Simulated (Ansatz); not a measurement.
# P on Ag(111): change of the work function, part 4 of 4

How does P on the fcc site change the work function of Ag(111) as the layer fills?

Ansatz 0.2.0; plane-wave DFT, PBE, Ansatz PAW.

So far, work function, upper face (eV): step 2 (the clean slab) 4.47; step 3 (37 atoms, coverage 0.111 ML, cell 3x3) 4.95; step 4 (17 atoms, coverage 0.25 ML, cell 2x2) 5.37; step 5 (18 atoms, coverage 0.5 ML, cell 2x2) 5.35.

## 6. Adsorbate added, k-mesh 12×12×1, coverage 1 ML

System of this step: Ag4P (P/Ag(111)). The cell holds 5 atoms: 4 Ag and 1 P. Its edges and angles: a = 2.892 Å, b = 2.892 Å, c = 27.148 Å, α = 90.0°, β = 90.0°, γ = 60.0°. Vacuum lies along c.

Another coverage, to see how the dipoles act on each other as their distance changes.

input.yaml reads:

```yaml
crystal:
  lattice:
    - [2.8920667351, 0.0, 0.0]
    - [1.4460333675, 2.504603262, 0.0]
    - [0.0, 0.0, 27.148481226]
  atoms:
    - { symbol: Ag, position: [0.0, 0.0, 0.3315102574] }
    - { symbol: Ag, position: [0.3333333333, 0.3333333333, 0.4184898045] }
    - { symbol: Ag, position: [0.6666666667, 0.6666666667, 0.5064755893] }
    - { symbol: Ag, position: [0.0, 0.0, 0.5952908055] }
    - { symbol: P, position: [0.3333333333, 0.3333333333, 0.6684897426] }
kpoints:
  mp_grid: { grid: [12, 12, 1] }
hamiltonian:
  xc: pbe
scf:
  occupations: { method: fermi_dirac, width: 0.1 }
  convergence: { dr2_threshold: 1.0e-08 }
efield:
  axis: 3
  dipole_correction: true
  ramp_position: 0.97
  ramp_width: 0.06
relax:
  f_tol: 0.02
  max_steps: 60
  constraints: [{ sites: [0, 1] }]
output:
  write_potential: true
  write_density: true
  volumetric_format: npy
```

Command:

```console
> ansatz run input.yaml --threads 4 --pin off --max-ram 16384MiB --backend cpu --events-out ev --progress --plain --runs-dir out
```

Log:

```text
[...]
Crystal: 5 atoms, lattice volume = 196.649 Å³
Basis set: ecut = 420 eV, 3859 PW (Γ), exchange–correlation on 40×40×384 points (8 copies of the dense FFT grid, shifted against one another)
Bands: 49, of which v1, the nominal top of the filled ones, is band 41 counted from 1 (40 counted from 0)
Symmetry: 6 space group operations
[...]
F+E_penalty+E_count = -31116.56807167 eV   max|allowed force component| = 3.715e-4 eV/Å
  atoms:
    - { symbol: Ag, position: [-1.480297e-17, -1.480297e-17, 0.331510] }
    - { symbol: Ag, position: [0.333333, 0.333333, 0.418490] }
    - { symbol: Ag, position: [0.666667, 0.666667, 0.507299] }
    - { symbol: Ag, position: [-1.480297e-17, -1.366827e-17, 0.596924] }
    - { symbol: P, position: [0.333333, 0.333333, 0.675245] }
[key lines of the parts left out:]
SCF converged after 5 iterations
Free energy (F): -31116.568072 eV
Fermi energy:    4.112497 eV
Dipole field:    D = -0.021296 V/Å  (p = -0.023144 e·Å, saw-weighted, corrected)
Work function:   Φ+ = 5.0258 eV   Φ− = 4.4476 eV
```

The job ended after 15 s (4 threads of Arm Neoverse V1, shared host; peak memory 0.56 GiB).

The steps of the relaxation:

```
step  energy less that of the first step (eV)  largest force component (eV/Å)
   1                                   0.0000                          0.6115
   2                                  -0.0341                          0.2882
   3                                  -0.0414                          0.0223
   4                                  -0.0415                          0.0004
```

The run keeps the 6 symmetry operations that the program found, so distortions that break them were not tested.

The atoms that moved most (Å):

```
atom     dx     dy     dz  length
  P5  0.000  0.000  0.183   0.183
 Ag4  0.000  0.000  0.044   0.044
 Ag3  0.000  0.000  0.022   0.022
```

The relaxed structure:

```cif
data_structure
_symmetry_space_group_name_H-M 'P 1'
_symmetry_Int_Tables_number 1
_cell_length_a 2.8921
_cell_length_b 2.8921
_cell_length_c 27.1485
_cell_angle_alpha 90.000
_cell_angle_beta 90.000
_cell_angle_gamma 60.000
_cell_volume 196.65
loop_
_atom_site_label
_atom_site_type_symbol
_atom_site_fract_x
_atom_site_fract_y
_atom_site_fract_z
_atom_site_occupancy
Ag1 Ag 0.00000 0.00000 0.33151 1
Ag2 Ag 0.33333 0.33333 0.41849 1
Ag3 Ag 0.66667 0.66667 0.50730 1
Ag4 Ag 0.00000 0.00000 0.59692 1
P5 P 0.33333 0.33333 0.67524 1
```

Running mean over 2.361 Å of the planar mean; the ramp of the sawtooth is left out. The electron's electrostatic potential energy less the Fermi level by z:

```csv
z (Å),electron's electrostatic potential energy less the Fermi level (eV)
3.5,4.45
4.0,4.45
4.5,4.45
5.0,4.44
5.5,4.43
6.0,4.38
6.5,4.20
7.0,3.49
7.5,1.24
8.0,-2.20
8.5,-4.88
9.0,-5.77
9.5,-5.93
10.0,-5.98
10.5,-6.02
11.0,-6.05
11.5,-6.02
12.0,-5.83
12.5,-5.69
13.0,-5.75
13.5,-5.91
14.0,-5.91
14.5,-5.69
15.0,-5.61
15.5,-5.82
16.0,-6.19
16.5,-6.67
17.0,-7.74
17.5,-8.31
18.0,-7.35
18.5,-6.28
19.0,-4.62
19.5,-0.822
20.0,2.99
20.5,4.56
21.0,4.92
21.5,5.00
22.0,5.02
22.5,5.02
23.0,5.03
23.5,5.03
24.0,5.03
```

The relaxation took 4 steps and lowered the energy by 0.041 eV; the largest force on the free atoms ends at 3.7e-4 eV/Å.

The covered face has 5.03 eV, +0.56 eV against the clean one; the bare back face has moved by -0.00 eV, a measure of how thin the slab is.

## 7. Work function against coverage

This step: plane-wave DFT, PBE, Ansatz PAW; work function against coverage (Ansatz 0.2.0).

The runs are now put side by side.

This step gave:

- work function of the clean face: 4.469 eV
- largest change of the work function: 0.8979 eV

Table of work function of the covered face by coverage:

```csv
coverage (adsorbates/nm²),work function of the covered face (eV)
0.00,4.47
1.53,4.95
3.45,5.37
6.90,5.35
13.81,5.03
```

The dipole per adsorbate comes from the change of the cell's dipole. Coverage, by row:

```
coverage (1/nm²)  coverage (ML)  work function (eV)  change (eV)  dipole per adsorbate, positive end outwards (debye)  mean height of the added atoms over the highest substrate atom (Å)
           1.534         0.1111               4.946       0.4769                                               -0.769                                                               1.677
           3.451           0.25               5.367       0.8979                                               -0.624                                                               1.587
           6.903            0.5               5.354        0.885                                                -0.33                                                               1.836
           13.81              1               5.026       0.5564                                               -0.107                                                               2.126
```

## 8. Results

```json
{
 "work function of the clean face": "4.47 eV",
 "work function at 0.11 ML": "4.95 eV",
 "work function at 0.25 ML": "5.37 eV",
 "work function at 0.5 ML": "5.35 eV",
 "work function at 1 ML": "5.03 eV",
 "dipole per adsorbate at 0.11 ML, positive end outwards": "-0.77 D"
}
```

**Reading.** P raises the work function of Ag(111) at the lowest coverage, by 0.48 eV: the adsorbate layer has its negative end outwards. The dipole per adsorbate falls from 0.77 to 0.11 D as the layer fills. Neighbouring dipoles depolarise each other, and heights and bonding change with coverage too. The slab has 4 layers, at the tabulated experimental lattice constant, one starting site was run, and quantum-size effects of a slab this thin can reach one or two tenths of an eV.

[Long decimals in the printed logs are rounded to 6 places.]

[Logs are printed without paths, hosts, clocks, repeated set-up lines and the standing remarks that a program may print on its own settings, such as how far it seeks lower states.]

[Hosts, paths, dates, database ids (printed as entryN), source tags and the programs' standing remarks are cut or masked in the printed files.]

[Maps of the electrostatic potential energy from Ansatz leave out the sawtooth potential of an applied field or a dipole correction, so their vacuum need not be flat; planar profiles and work functions include it.]
